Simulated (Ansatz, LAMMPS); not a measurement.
# Glassy 88B2O3-12MgO (mol %) (116 atoms), the frame at 198 fs of a trajectory (instantaneous temperature 397 K)

Geometry: the frame at 198 fs of a trajectory (instantaneous temperature 397 K). Computed with Ansatz 0.2.0: Kohn-Sham DFT, RPBE, PAW (set soft_2), plane waves; cutoff 420 eV, Γ point, fixed occupations; density 2.17 g/cm³.

Cell vectors (Å):

```
10.817 0.000 0.000
0.000 10.817 0.000
0.000 0.000 10.817
```

Positions (Å):

```
1 B 1.971 9.758 1.536
2 B 10.802 0.914 9.024
3 B 8.875 9.383 3.141
4 B 6.523 4.895 5.149
5 B 5.296 10.430 3.307
6 B 10.303 4.594 2.577
7 B 3.534 1.800 7.060
8 B 9.308 2.102 10.492
9 B 7.876 1.121 5.027
10 B 4.424 2.091 9.859
11 B 7.266 7.431 0.843
12 B 5.317 1.741 2.072
13 B 2.696 8.620 10.030
14 B 10.629 9.082 4.800
15 B 8.022 5.402 1.807
16 B 9.625 6.246 9.618
17 B 7.590 10.542 7.166
18 B 9.250 10.721 0.966
19 B 6.156 8.890 9.885
20 B 10.426 2.685 6.259
21 B 10.281 7.009 6.072
22 B 5.827 7.125 5.801
23 B 7.289 5.329 8.857
24 B 7.357 2.814 0.818
25 B 10.794 0.177 6.615
26 B 3.329 3.358 2.597
27 B 1.445 1.401 2.417
28 B 2.921 4.406 7.522
29 B 2.418 8.056 3.506
30 B 4.723 4.653 9.526
31 B 3.021 6.114 0.125
32 B 0.971 4.893 6.253
33 B 0.147 4.059 9.963
34 B 9.321 8.380 10.763
35 B 2.980 10.074 7.726
36 B 6.697 8.296 3.661
37 B 6.226 0.231 9.152
38 B 8.098 8.072 6.982
39 B 1.915 2.240 10.015
40 B 1.996 5.634 2.526
41 B 8.258 4.091 6.800
42 B 9.970 2.055 3.355
43 B 5.443 1.255 5.243
44 B 3.520 8.542 5.753
45 Mg 7.570 3.248 3.393
46 Mg 4.316 7.072 8.341
47 Mg 4.579 5.784 3.705
48 O 10.568 5.275 9.423
49 O 3.778 5.057 8.353
50 O 3.013 7.257 9.975
51 O 1.452 3.621 9.655
52 O 7.613 4.104 1.472
53 O 7.960 9.353 7.590
54 O 4.044 5.147 10.772
55 O 6.636 1.934 1.662
56 O 4.955 0.425 2.298
57 O 10.777 7.721 5.062
58 O 10.713 5.752 6.296
59 O 5.533 5.636 5.779
60 O 6.003 7.323 4.346
61 O 8.205 6.120 9.522
62 O 9.161 3.012 6.694
63 O 9.978 7.585 9.865
64 O 7.695 4.342 7.963
65 O 0.691 3.526 6.124
66 O 2.277 9.277 0.315
67 O 9.668 1.518 9.254
68 O 6.001 5.352 9.171
69 O 5.275 0.094 4.583
70 O 1.783 8.884 2.619
71 O 3.202 2.027 10.482
72 O 3.327 8.742 4.357
73 O 6.886 7.528 6.634
74 O 3.195 4.679 2.917
75 O 0.132 9.892 5.826
76 O 4.425 7.634 6.265
77 O 2.439 6.683 3.544
78 O 7.019 6.345 1.708
79 O 8.023 8.495 3.803
80 O 8.795 1.503 3.958
81 O 2.111 6.080 1.146
82 O 10.046 3.358 10.719
83 O 8.516 10.136 2.074
84 O 4.479 1.815 5.991
85 O 0.735 4.925 2.897
86 O 9.495 1.166 0.752
87 O 0.272 0.052 7.925
88 O 1.904 0.296 1.749
89 O 1.163 1.163 9.846
90 O 8.540 7.824 0.922
91 O 9.354 5.538 2.184
92 O 6.274 4.585 3.871
93 O 4.633 2.947 2.391
94 O 6.781 10.095 10.016
95 O 6.256 7.931 0.137
96 O 10.144 9.531 3.635
97 O 5.951 9.264 3.073
98 O 2.667 9.272 8.798
99 O 3.006 2.990 7.428
100 O 5.086 0.907 9.435
101 O 9.309 7.435 6.953
102 O 10.758 1.379 5.942
103 O 6.869 0.647 7.940
104 O 8.019 0.086 5.861
105 O 2.243 2.582 2.420
106 O 5.342 8.627 8.853
107 O 2.792 9.471 6.525
108 O 7.859 2.329 10.489
109 O 5.019 3.276 9.590
110 O 9.649 9.713 0.062
111 O 3.142 0.657 7.749
112 O 7.846 4.720 5.555
113 O 2.207 5.265 6.736
114 O 9.709 3.362 3.059
115 O 0.317 1.374 3.223
116 O 6.705 1.869 4.913
```

**Question.** What force acts on each atom?

Columns: atom, fx, fy, fz (forces in eV/Å).

```
1 -0.034 -0.372 1.275
2 2.908 -0.490 -0.180
3 0.230 0.228 -0.603
4 0.244 1.264 -0.120
5 1.653 -0.784 0.464
6 -0.493 0.416 0.823
7 0.330 -0.634 -0.568
8 0.083 0.905 -0.251
9 0.942 0.473 -1.369
10 0.587 -0.265 -0.833
11 -0.611 -0.607 0.404
12 -0.341 0.913 0.546
13 -0.782 0.697 -0.753
14 -0.199 -0.170 1.443
15 0.128 -0.746 -0.687
16 -1.032 0.630 -0.398
17 -0.634 1.875 0.343
18 -1.092 -3.614 0.452
19 -1.258 -1.335 0.113
20 0.431 -0.012 0.358
21 -0.465 -0.091 0.891
22 -0.468 -1.082 -0.430
23 0.195 -1.373 0.209
24 0.078 0.876 -0.112
25 1.117 0.248 -1.259
26 -0.149 -0.767 -0.828
27 1.576 0.517 0.453
28 2.115 -1.707 0.465
29 1.230 1.145 -0.235
30 -0.149 0.031 -0.050
31 1.532 -0.606 -0.301
32 -1.662 -0.808 1.072
33 -0.361 -1.058 -0.032
34 0.987 1.173 0.680
35 -0.836 0.849 0.735
36 -0.873 1.135 1.104
37 0.737 1.048 -0.440
38 -1.054 0.964 0.213
39 0.365 1.827 -0.483
40 0.116 -0.609 0.327
41 0.453 -0.278 -1.677
42 0.351 -1.061 0.886
43 -0.375 0.179 -0.065
44 -0.262 1.516 -0.621
45 -0.021 -0.435 0.161
46 0.400 -0.014 -0.085
47 0.918 0.243 0.657
48 0.160 0.870 0.093
49 0.647 0.488 0.595
50 -0.017 -0.958 0.790
51 -0.471 -1.327 0.957
52 -0.494 -2.028 -0.690
53 1.135 -2.225 0.044
54 -1.178 1.506 -0.237
55 -0.091 0.402 0.210
56 -1.012 1.590 -1.413
57 0.479 0.489 -1.463
58 0.871 -1.247 -0.306
59 -0.219 -0.208 1.021
60 -0.249 0.090 -0.416
61 1.030 -0.296 -0.182
62 -0.074 0.526 -0.500
63 0.562 -0.795 -0.220
64 0.348 0.482 0.396
65 0.123 1.057 -0.520
66 0.263 -0.057 -0.063
67 -0.857 -0.514 -1.575
68 -1.900 1.438 0.785
69 -0.702 -0.789 0.907
70 -0.040 -0.279 -0.678
71 -0.309 0.086 -0.102
72 -0.709 -1.163 0.822
73 0.322 -0.292 -0.296
74 -0.437 0.136 -0.409
75 -0.070 -0.368 0.400
76 0.088 0.512 0.570
77 -0.242 0.147 -0.438
78 -0.016 -0.296 0.271
79 0.933 -0.416 0.051
80 -0.832 -0.060 0.968
81 -0.057 0.174 0.227
82 0.756 0.426 0.273
83 0.274 1.351 -0.365
84 -0.026 0.410 0.760
85 1.249 0.600 -0.652
86 0.673 0.672 2.029
87 -1.020 0.667 1.702
88 -0.513 0.558 0.179
89 -1.943 -1.118 -0.942
90 0.855 0.255 -0.583
91 -0.549 0.341 -0.086
92 -0.761 -0.422 -0.582
93 0.740 -2.061 -0.360
94 0.106 1.255 -0.071
95 -0.483 0.566 -0.596
96 -0.383 0.132 -0.751
97 -0.964 0.165 -1.328
98 0.490 -0.321 0.929
99 -0.442 1.029 -0.082
100 -0.631 0.773 1.571
101 -0.719 0.432 -0.174
102 -0.815 0.604 0.693
103 0.214 -1.424 -0.524
104 0.415 0.092 0.044
105 -1.530 -1.586 0.073
106 0.254 -0.073 0.341
107 1.463 -1.413 -1.899
108 -0.924 1.425 0.543
109 0.502 -0.701 0.000
110 0.721 0.477 -0.783
111 0.203 -0.326 -0.484
112 0.759 -1.473 1.507
113 -0.892 0.047 -0.962
114 0.001 1.186 -0.472
115 -0.354 0.044 -0.748
116 -0.266 0.508 0.509
```

The quench rate of 50 K/ps is many orders above laboratory rates, so the cell is likely richer in defects and strain than a real sample. The network of bonds at the start is that of the classical potential that made the cell. Only the Γ point is sampled, in a cell whose shortest periodic width is 11 Å.

The r.m.s. force component is 0.836 eV/Å; the longest force, 3.80 eV/Å, acts on B18. The energy lies 64.1 meV/atom below that of the first step of this run.

[Logs are printed without paths, hosts, clocks, repeated set-up lines and the standing remarks that a program may print on its own settings, such as how far it seeks lower states.]

[Hosts, paths, dates, database ids (printed as entryN), source tags and the programs' standing remarks are cut or masked in the printed files.]
